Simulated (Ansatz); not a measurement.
# Moving the knobs of a GW run on Rb2ScCuF6 (Fm-3m)

A base run on Rb2ScCuF6 (Fm-3m), then changed inputs.

Program: Ansatz 0.2.0. Level of theory: G0W0 on PBE, plane waves, PAW; PAW set soft_1. Results are calculated unless marked as measured.

In doubt: one-shot GW on d or f shells is unsure, so the values of those runs are not to be relied on.

## 1. Set-up

Symmetry: Fm-3m, No. 225, cubic system. The conventional cell has a = 8.666 Å, b = 8.666 Å, c = 8.666 Å, α = 90.00°, β = 90.00°, γ = 90.00°. Rb has 12 F at 3.07 Å nearest. Nearest to Sc lie 6 F at 2.04 Å. Nearest to Cu lie 6 F at 2.29 Å. Nearest to F lie 1 Sc at 2.04 Å and 1 Cu at 2.29 Å and 4 Rb at 3.07 Å. Farther neighbours and most contacts between anions are not listed.

The cell and positions are those that the Materials Project relaxed with its own functionals (PBE, PBE+U or r2SCAN), kept fixed.

## 2. The base run: 2×2×2 mesh, 414 empty bands, screening to 108 eV, PAW set soft_1 files

G0W0 replaces the xc potential by the self-energy, built once from these orbitals. Only a window of levels is corrected, while the sums run over the empty bands that the input names. This step takes PAW set soft_1 files.

input.yaml reads:

```yaml
crystal:
  lattice:
    - [0.0, 4.3327955954, 4.3327955954]
    - [4.3327955954, 0.0, 4.3327955954]
    - [4.3327955954, 4.3327955954, 0.0]
  atoms:
    - { symbol: Rb, position: [0.75, 0.75, 0.75] }
    - { symbol: Rb, position: [0.25, 0.25, 0.25] }
    - { symbol: Sc, position: [0.0, 0.0, 0.0] }
    - { symbol: Cu, position: [0.5, 0.5, 0.5] }
    - { symbol: F, position: [0.76413725, 0.23586275, 0.23586275] }
    - { symbol: F, position: [0.23586275, 0.23586275, 0.76413725] }
    - { symbol: F, position: [0.23586275, 0.76413725, 0.76413725] }
    - { symbol: F, position: [0.23586275, 0.76413725, 0.23586275] }
    - { symbol: F, position: [0.76413725, 0.23586275, 0.76413725] }
    - { symbol: F, position: [0.76413725, 0.76413725, 0.23586275] }
kpoints:
  mp_grid: { grid: [2, 2, 2] }
hamiltonian:
  xc: pbe
  pseudopotentials: { kind: paw, azcp: { folder: soft_1 } }
scf:
  occupations: { method: fixed }
gw:
  n_empty_bands: 414
  ecut_chi: 108
  qp_bands: [v3, c3]
  qp_kpoints: band_edges
  screening: { model: contour_deformation }
```

Launch:

```bash
ansatz run input.yaml --threads 2 --pin off --max-ram 92160MiB --backend cuda --events-out ev --progress --plain --runs-dir out --devices 1 --max-vram 13GiB
```

Numbers of over 12 decimals in the logs are rounded to 6 here.

Output:

```text
GPUs: using 1 of 1 available (devices: 1).
Engine: ansatz 0.2.0, x86_64-unknown-linux-gnu
Pseudopotentials: kind: paw
Pseudopotential: Rb, paw, valence charge 9, recommended cutoff 420 eV (normal), soft_1/Rb.paw.azcp
Pseudopotential: Sc, paw, valence charge 11, recommended cutoff 420 eV (normal), soft_1/Sc.paw.azcp
Pseudopotential: Cu, paw, valence charge 19, recommended cutoff 420 eV (normal), soft_1/Cu.paw.azcp
Pseudopotential: F, paw, valence charge 7, recommended cutoff 420 eV (normal), soft_1/F.paw.azcp
Functional definition: PBE
  parameter kappa = 0.804
  parameter beta = 0.066725
  exchange = pbe_x(kappa = kappa, mu = beta*pi^2/3)
  correlation = pbe_c(beta = beta)
device memory: the entry about to start is reckoned to put 2.6 GiB on a device that reports 51.0 GiB free (of which the cap on the GPU budget leaves the run 13.0 GiB)
GPU FFT provider: cuFFT
GPU libraries: cuBLAS 13.8.2, cuFFT 12.4.0, cuSOLVER 12.3.4
Crystal: 10 atoms, lattice volume = 162.680 Å³
Basis set: ecut = 420 eV, 3143 PW (Γ)
Bands: 55, of which v1, the nominal top of the filled ones, is band 45 counted from 1 (44 counted from 0)
Symmetry: 48 space group operations
Space group: Fm-3m (ITA 225), of the structure as read, at distance tolerance 5.5e-5 Å
k-points: 3 of 8
Non-local potential: Rb, projectors of the file, l = 0: 3, l = 1: 2, l = 2: 2
Non-local potential: Sc, projectors of the file, l = 0: 3, l = 1: 2, l = 2: 3, l = 3: 1
Non-local potential: Cu, projectors of the file, l = 0: 3, l = 1: 2, l = 2: 3, l = 3: 1
Non-local potential: F, projectors of the file, l = 0: 2, l = 1: 2, l = 2: 1
PAW form: soft (Blöchl's): semilocal exchange-correlation on the pseudo side does not see the compensation charge
PAW one-centre angular grid: Rb, 110 points (default); XC on 64 Gauss nodes
PAW one-centre angular grid: Sc, 590 points (default); XC on 64 Gauss nodes
PAW one-centre angular grid: Cu, 590 points (default); XC on 64 Gauss nodes
PAW one-centre angular grid: F, 110 points (default); XC on 64 Gauss nodes
Initial density: superposition of atomic densities (chi_scale 0.1, normalization cell, long waves kept (reshape's long-wave potential 0.01 eV rms))
Initial wavefunctions: pseudopotential atomic-orbital guess
GPU buffer pool allocated for 91125 grid points (all kernels)
GPU transforms: local potential and band sums: pruned to the plane-wave sphere, on 45×45×45
Functional: x = pbe(κ = 0.804, μ = 0.219515), c = pbe(β = 0.066725)
SCF iter   1: F=—  HF=-20172.231766 eV  |F-HF|=—  |Δ(HF+E_count)|=         —  Δρ=2.02e-1  dr2=5.23e1  ethr=3.10e-3  ⟨swp⟩=4.7  Hψ=512  notcnv=0  defer=19
preconditioner: auto → Resta (q_TF=auto, 2.472 Å⁻¹)  ε∞=4.8  [insulator: Δε(μ)=3.012 eV  Ē_g=12.470 eV  n_scr=50 (ndim 8)  ℏωp=24.4 eV  f_vac=0.006  ε∞_Penn≈4.8]
[...]
E_ewald      = -6637.999965
  E_smearing   = -0.000000  (= −TS)
  E_closure    = 0.000000  (closes the sum)
  Σ components = -20158.101952   (vs F -20158.101952, Δ=0.00e0)
--- Band table (eV) ---
  k-point 0: bands = [... 41 lower, 6.4709, 6.4709, 6.8599, 6.8599, 8.4498, 9.2631, 9.2631, 9.2631, ... 6 higher]
  k-point 1: bands = [... 41 lower, 6.5232, 6.5232, 6.9878, 6.9878, 9.2684, 9.2714, 9.2714, 9.7965, ... 6 higher]
  k-point 2: bands = [... 41 lower, 6.5391, 6.5391, 6.8651, 6.8933, 9.1667, 9.2980, 9.3383, 9.3383, ... 6 higher]
--- G₀W₀: contour deformation, 7 samples at zero and on the imaginary axis and 1 off it, 8 q-points, 414 empty bands' worth ---
  eigenvalues of the whole cell's RPA ε∞ on this k-mesh (on a slab, of 1 + 4πα/V) = 2.5727, 2.5727, 2.5727; static W/v taken at q = 0 is 0.388702
  band pass: the eigensolver left bands unlocked in 1 slot; of largest residual, k=2: 1 band unlocked, the lowest band 463 (counted from 1), max residual 3.57e-2 eV over all its bands; `*` marks the rows of those k-points, and any row can be off: every row's sums read bands of every k-point
  bands read: the sum over 459 bands ends inside a degenerate multiplet in 1 slot, whose members it reads at an even weight; the widest, k=0: bands 459 to 461 (counted from 1) at 1/3 each
  gw.qp_kpoints: band_edges: 3 of 3 stored k-points solved, in 1 pass; an edge of the gap read off the rows below is read off those points alone
  `?` marks the rows in doubt; gw_qp.tsv's column doubts and the gw_qp event give each row's grounds
    ik  band        ε_KS         Σx   Σc(E_QP)       V_xc       Z   E_QP_lin       E_QP  E_QP is
     0    43      6.4709   -44.6049     8.1964   -35.0629  0.6604     4.9572     5.1254  root ?
     0    44      6.8599   -46.0802     8.5300   -36.2473  0.6600     5.3618     5.5570  root ?
     0    45      6.8599   -46.0802     8.5300   -36.2473  0.6600     5.3618     5.5570  root ?
     0    46      8.4498    -7.2505    -3.7455   -12.0168  0.8327     9.4877     9.4706  root
     0    47      9.2631   -12.0994    -6.2274   -20.3652  0.7363    11.5726    11.3015  root ?
     0    48      9.2631   -12.0994    -6.2274   -20.3652  0.7363    11.5726    11.3015  root ?
     1    43      6.5232   -45.2531     8.3405   -35.5415  0.6618     4.9855     5.1520  root ?
     1    44      6.9878   -46.7657     8.6517   -36.7399  0.6665     5.4399     5.6137  root ?
     1    45      6.9878   -46.7657     8.6517   -36.7399  0.6665     5.4399     5.6137  root ?
     1    46      9.2684   -11.5041    -6.4322   -19.9916  0.7360    11.6095    11.3238  root ?
     1    47      9.2714   -11.6050    -6.3812   -20.0404  0.7363    11.6111    11.3256  root ?
     1    48      9.2714   -11.6050    -6.3812   -20.0404  0.7363    11.6111    11.3256  root ?
     2    43      6.5391   -45.3269     8.3385   -35.6157  0.6627     5.0031     5.1664  root * ?
     2    44      6.8651   -46.1730     8.5506   -36.3165  0.6600     5.3638     5.5592  root * ?
     2    45      6.8933   -46.4748     8.6871   -36.4453  0.6608     5.3498     5.5508  root * ?
     2    46      9.1667    -9.3493    -4.6567   -15.6220  0.8000    10.8591    10.7827  root * ?
     2    47      9.2980   -12.0626    -6.3503   -20.4591  0.7336    11.6320    11.3442  root * ?
     2    48      9.3383   -11.9784    -6.4356   -20.4737  0.7318    11.7031    11.3981  root * ?
[key lines of the parts left out:]
SCF converged after 11 iterations
Free energy (F): -20158.101952 eV
Fermi energy:    6.987784 eV
```

It took 7.9 s on 1 × NVIDIA H100 80GB HBM3 (shared by 6 runs) with 2 threads of AMD EPYC 7R13 (Zen 3), shared host; peak memory 1.3 GiB; 10 s of CPU time.

The column dr2 measures how far the density is from self-consistency, as an energy; F and HF (Harris–Foulkes) agree once it is small.

Numbers from this step:

* bands summed: 459
* RPA ε∞ on this mesh (eigenvalues): 2.573, 2.573, 2.573
* plane waves in the screening matrix: 411
* q-points in the mesh: 8
* G0W0 gap on the mesh: 3.857 eV
* k of the valence top: 0, 0, -0.5
* k of the conduction bottom: 0, 0, 0
* starting gap on the mesh: 1.462 eV
* Z at the valence top: 0.6665
* Z at the conduction bottom: 0.8327
* least direct G0W0 gap on the computed points: 3.914 eV

The gap on the mesh goes from 1.46 eV to 3.86 eV, a correction of +2.39 eV. The program marks an edge row as in doubt. Between the two edge states, bare exchange in place of the xc potential would open the gap by 14.79 eV, and correlation takes back 12.40 eV.

## 3. Variant: norm-conserving files, smooth pair densities

This step: G0W0 on PBE, plane waves, norm-conserving pseudopotentials.

Changes to input.yaml since step 2:

```diff
@@ -20,3 +20,3 @@
   xc: pbe
-  pseudopotentials: { kind: paw, azcp: { folder: soft_1 } }
+  pseudopotentials: { kind: nc }
 scf:
@@ -24,4 +24,4 @@
 gw:
-  n_empty_bands: 414
-  ecut_chi: 108
+  n_empty_bands: 264
+  ecut_chi: 80
   qp_bands: [v3, c3]
@@ -29 +29,2 @@
   screening: { model: contour_deformation }
+  pair_densities: pseudo
```

Output:

```text
GPUs: using 1 of 1 available (devices: 1).
[...]
GPU FFT provider: cuFFT
GPU libraries: cuBLAS 13.8.2, cuFFT 12.4.0, cuSOLVER 12.3.4
Crystal: 10 atoms, lattice volume = 162.680 Å³
Basis set: ecut = 1320 eV, 17837 PW (Γ)
Bands: 55, of which v1, the nominal top of the filled ones, is band 45 counted from 1 (44 counted from 0)
[... 1 set-up line as in the run before ...]
[...]
k-points: 3 of 8
[...]
GPU buffer pool allocated for 421875 grid points (all kernels)
[...]
SCF iter   1: F=—  HF=-12078.481094 eV  |F-HF|=—  |Δ(HF+E_count)|=         —  Δρ=2.05e-1  dr2=5.22e1  ethr=3.10e-3  ⟨swp⟩=6.3  Hψ=672  notcnv=0  defer=19
[...]
SCF iter  11: F=-12063.576819 eV  HF=-12063.576819 eV  |F-HF|=8.99e-10  |Δ(HF+E_count)|=   5.85e-8  Δρ=1.89e-6  dr2=6.69e-9  ethr=1.11e-10  ⟨swp⟩=16.0  Hψ=886  notcnv=0
SCF 1 converged in 11 iterations: F = -12063.576819 eV  dr2 = 6.69e-9
[...]
NSCF: frozen V_eff on 3 k-points
[...]
G₀W₀ screening: q 1/3
[... further progress lines ...]
[...]
SCF converged after 11 iterations
Free energy (F): -12063.576819 eV
[...]
Internal energy: -12063.576819 eV  (E = F + TS)
E sigma→0 (E₀):  -12063.576819 eV
Fermi energy:    7.048199 eV
[...]
--- Band table (eV) ---
  k-point 0: bands = [... 41 lower, 6.5253, 6.5253, 6.9219, 6.9219, 8.5805, 9.3799, 9.3799, 9.3799, ... 6 higher]
  k-point 1: bands = [... 41 lower, 6.5765, 6.5765, 7.0482, 7.0482, 9.3869, 9.3898, 9.3898, 9.9401, ... 6 higher]
  k-point 2: bands = [... 41 lower, 6.5924, 6.5924, 6.9270, 6.9544, 9.3120, 9.4154, 9.4569, 9.4569, ... 6 higher]
[...]
0    43      6.5253   -38.7479     7.3469   -30.0576  0.6751     5.0335     5.1819  root ?
     0    44      6.9219   -39.9074     7.5556   -31.0450  0.6754     5.4539     5.6150  root ?
     0    45      6.9219   -39.9074     7.5556   -31.0450  0.6754     5.4539     5.6150  root ?
     0    46      8.5805    -6.1833    -3.6930   -10.8040  0.8351     9.5211     9.5082  root
     0    47      9.3799   -10.9038    -5.9177   -19.0021  0.7439    11.8697    11.5605  root ?
     0    48      9.3799   -10.9038    -5.9177   -19.0021  0.7439    11.8697    11.5605  root ?
     1    43      6.5765   -39.2863     7.4695   -30.4516  0.6765     5.0635     5.2113  root ?
     1    44      7.0482   -40.4961     7.6631   -31.4691  0.6817     5.5362     5.6844  root ?
     1    45      7.0482   -40.4961     7.6631   -31.4691  0.6817     5.5362     5.6844  root ?
[...]
2    44      6.9270   -39.9822     7.5723   -31.1006  0.6754     5.4566     5.6176  root ?
     2    45      6.9544   -40.2147     7.6916   -31.1786  0.6762     5.4391     5.6098  root ?
     2    46      9.3120    -8.3255    -4.4763   -14.4024  0.8033    10.9914    10.9125  root
     2    47      9.4154   -10.8841    -6.0320   -19.1039  0.7412    11.9316    11.6031  root ?
     2    48      9.4569   -10.8785    -6.1008   -19.1787  0.7394    12.0036    11.6562  root ?
```

Wall time 11 s (1 × NVIDIA H100 80GB HBM3 (shared by 6 runs) with 2 threads); peak memory 1.5 GiB.

The G0W0 gap on the mesh is 3.824 eV.

Against the base:

```
              setting            base          variant
                files  PAW set soft_1  norm-conserving
          empty bands             414              264
screening cutoff (eV)             108               80
       pair densities               -           pseudo
```

```csv
quantity,variant,base
starting gap on the mesh,1.532,1.462
G0W0 gap on the mesh,3.824,3.857
least direct G0W0 gap on the computed points,3.893,3.914
Z at the valence top,0.682,0.666
Z at the conduction bottom,0.835,0.833
```

## 4. Variant: wider window of levels

This step: G0W0 on PBE, plane waves, PAW; PAW set soft_1.

Changes to input.yaml since step 3:

```diff
@@ -20,3 +20,3 @@
   xc: pbe
-  pseudopotentials: { kind: nc }
+  pseudopotentials: { kind: paw, azcp: { folder: soft_1 } }
 scf:
@@ -24,7 +24,6 @@
 gw:
-  n_empty_bands: 264
-  ecut_chi: 80
-  qp_bands: [v3, c3]
-  qp_kpoints: band_edges
+  n_empty_bands: 369
+  ecut_chi: 100
+  qp_bands: [v8, c4]
+  qp_kpoints: [[0, 0, 0]]
   screening: { model: contour_deformation }
-  pair_densities: pseudo
```

Output:

```text
GPUs: using 1 of 1 available (devices: 1).
[...]
GPU FFT provider: cuFFT
GPU libraries: cuBLAS 13.8.2, cuFFT 12.4.0, cuSOLVER 12.3.4
Crystal: 10 atoms, lattice volume = 162.680 Å³
Basis set: ecut = 420 eV, 3143 PW (Γ)
Bands: 55, of which v1, the nominal top of the filled ones, is band 45 counted from 1 (44 counted from 0)
[... 1 set-up line as in the run before ...]
[...]
k-points: 3 of 8
[...]
GPU buffer pool allocated for 91125 grid points (all kernels)
[...]
SCF iter   1: F=—  HF=-20172.231766 eV  |F-HF|=—  |Δ(HF+E_count)|=         —  Δρ=2.02e-1  dr2=5.23e1  ethr=3.10e-3  ⟨swp⟩=4.7  Hψ=512  notcnv=0  defer=19
[...]
SCF iter  11: F=-20158.101952 eV  HF=-20158.101952 eV  |F-HF|=6.88e-9  |Δ(HF+E_count)|=   1.12e-7  Δρ=3.79e-6  dr2=2.82e-8  ethr=1.11e-10  ⟨swp⟩=10.0  Hψ=653  notcnv=0
SCF 1 converged in 11 iterations: F = -20158.101952 eV  dr2 = 2.82e-8
[...]
G₀W₀ screening: q 1/3
[... further progress lines ...]
[...]
SCF converged after 11 iterations
Free energy (F): -20158.101952 eV
[...]
Internal energy: -20158.101952 eV  (E = F + TS)
E sigma→0 (E₀):  -20158.101952 eV
Fermi energy:    6.987784 eV
[...]
--- Band table (eV) ---
  k-point 0: bands = [... 41 lower, 6.4709, 6.4709, 6.8599, 6.8599, 8.4498, 9.2631, 9.2631, 9.2631, ... 6 higher]
  k-point 1: bands = [... 41 lower, 6.5232, 6.5232, 6.9878, 6.9878, 9.2684, 9.2714, 9.2714, 9.7965, ... 6 higher]
  k-point 2: bands = [... 41 lower, 6.5391, 6.5391, 6.8651, 6.8933, 9.1667, 9.2980, 9.3383, 9.3383, ... 6 higher]
[...]
0    38      2.2635   -31.6282     6.2776   -23.7496  0.7413     0.5648     0.6624  root ?
     0    39      2.2635   -31.6282     6.2776   -23.7496  0.7413     0.5648     0.6624  root ?
     0    40      2.2635   -31.6282     6.2776   -23.7496  0.7413     0.5648     0.6624  root ?
     0    41      6.4709   -44.6049     8.1784   -35.0629  0.6613     4.9319     5.1073  root ?
     0    42      6.4709   -44.6049     8.1784   -35.0629  0.6613     4.9319     5.1073  root ?
     0    43      6.4709   -44.6049     8.1784   -35.0629  0.6613     4.9319     5.1073  root ?
     0    44      6.8599   -46.0802     8.5126   -36.2473  0.6608     5.3316     5.5396  root ?
     0    45      6.8599   -46.0802     8.5126   -36.2473  0.6608     5.3316     5.5396  root ?
     0    46      8.4498    -7.2505    -3.7413   -12.0168  0.8329     9.4921     9.4748  root
     0    47      9.2631   -12.0994    -6.2007   -20.3652  0.7366    11.6131    11.3282  root ?
     0    48      9.2631   -12.0994    -6.2007   -20.3652  0.7366    11.6131    11.3282  root ?
     0    49      9.2631   -12.0994    -6.2007   -20.3652  0.7366    11.6131    11.3282  root ?
```

Wall time 6.2 s (1 × NVIDIA H100 80GB HBM3 (shared by 6 runs) with 2 threads); peak memory 1.2 GiB.

Absolute levels on the run's own zero. QP, by row:

| k index | band | KS (eV) | Sigma_x (eV) | Sigma_c (eV) | Vxc (eV) | Z | QP linearised (eV) | QP (eV) | source | doubts |
| --- | --- | --- | --- | --- | --- | --- | --- | --- | --- | --- |
| 0 | 38 | 2.264 | -31.63 | 6.278 | -23.75 | 0.7413 | 0.5648 | 0.6624 | root | sigma_c_rises |
| 0 | 39 | 2.264 | -31.63 | 6.278 | -23.75 | 0.7413 | 0.5648 | 0.6624 | root | sigma_c_rises |
| 0 | 40 | 2.264 | -31.63 | 6.278 | -23.75 | 0.7413 | 0.5648 | 0.6624 | root | sigma_c_rises |
| 0 | 41 | 6.471 | -44.6 | 8.178 | -35.06 | 0.6613 | 4.932 | 5.107 | root | energies_apart |
| 0 | 42 | 6.471 | -44.6 | 8.178 | -35.06 | 0.6613 | 4.932 | 5.107 | root | energies_apart |
| 0 | 43 | 6.471 | -44.6 | 8.178 | -35.06 | 0.6613 | 4.932 | 5.107 | root | energies_apart |
| 0 | 44 | 6.86 | -46.08 | 8.513 | -36.25 | 0.6608 | 5.332 | 5.54 | root | energies_apart,sigma_c_rises |
| 0 | 45 | 6.86 | -46.08 | 8.513 | -36.25 | 0.6608 | 5.332 | 5.54 | root | energies_apart,sigma_c_rises |
| 0 | 46 | 8.45 | -7.25 | -3.741 | -12.02 | 0.8329 | 9.492 | 9.475 | root |  |
| 0 | 47 | 9.263 | -12.1 | -6.201 | -20.37 | 0.7366 | 11.61 | 11.33 | root | energies_apart,sigma_c_rises |
| 0 | 48 | 9.263 | -12.1 | -6.201 | -20.37 | 0.7366 | 11.61 | 11.33 | root | energies_apart,sigma_c_rises |
| 0 | 49 | 9.263 | -12.1 | -6.201 | -20.37 | 0.7366 | 11.61 | 11.33 | root | energies_apart,sigma_c_rises |

Against the base:

```csv
setting,base,variant
empty bands,414,369
screening cutoff (eV),108,100
levels asked,v3 to c3,v8 to c4
points asked,band edges,"[[0, 0, 0]]"
```

## 5. What came out

```json
{
  "base": "3.86 eV, 7.9 s",
  "norm-conserving files, smooth pair densities": "3.82 eV, 11 s",
  "wider window of levels": "direct gap at the listed points 3.94 eV, 6.2 s"
}
```

Norm-conserving files, smooth pair densities: the gap moves by −0.03 eV (the plane-wave cutoff goes from 420 to 1320 eV). The variant differs from the base in files, empty bands, screening cutoff and pair densities together, so the change can't be laid to one of them. Wider window of levels: only the listed points were computed; the least direct gap there is 3.94 eV, with empty bands, screening cutoff, levels asked and points asked changed against the base. All runs here use a coarse mesh and modest cutoffs; they test settings and are not final values. The 2×2×2 mesh is coarse for this cell (its supercell is 12 Å along the shortest edge). The RPA ε∞ on it, from the PBE start, is 2.57; such meshes misread the long-range screening, most where the gap is narrow. A d shell, filled or nearly so, lies near the gap. One-shot GW converges very slowly in bands there, not always from below, and on a semilocal start the gap tends to come out low; starts rich in exact exchange can overshoot instead. The many-body steps are scalar-relativistic: spin-orbit coupling is not in them. The program marks a band-edge row as in doubt, so the gap is less sure than its digits.

[Paths, hosts, dates, memory and timing lines, banners, echoed tables and standing remarks are left out of the program output.]

[Logs are printed without paths, hosts, clocks, repeated set-up lines and the standing remarks that a program may print on its own settings, such as how far it seeks lower states.]

[Runs of the session that timed out or met a known fault of the program may be left out.]

[Cells called generated may have been cut or substituted from an entry of the Crystallography Open Database or the Materials Project.]

[Hosts, paths, dates, database ids (printed as entryN), source tags and the programs' standing remarks are cut or masked in the printed files.]
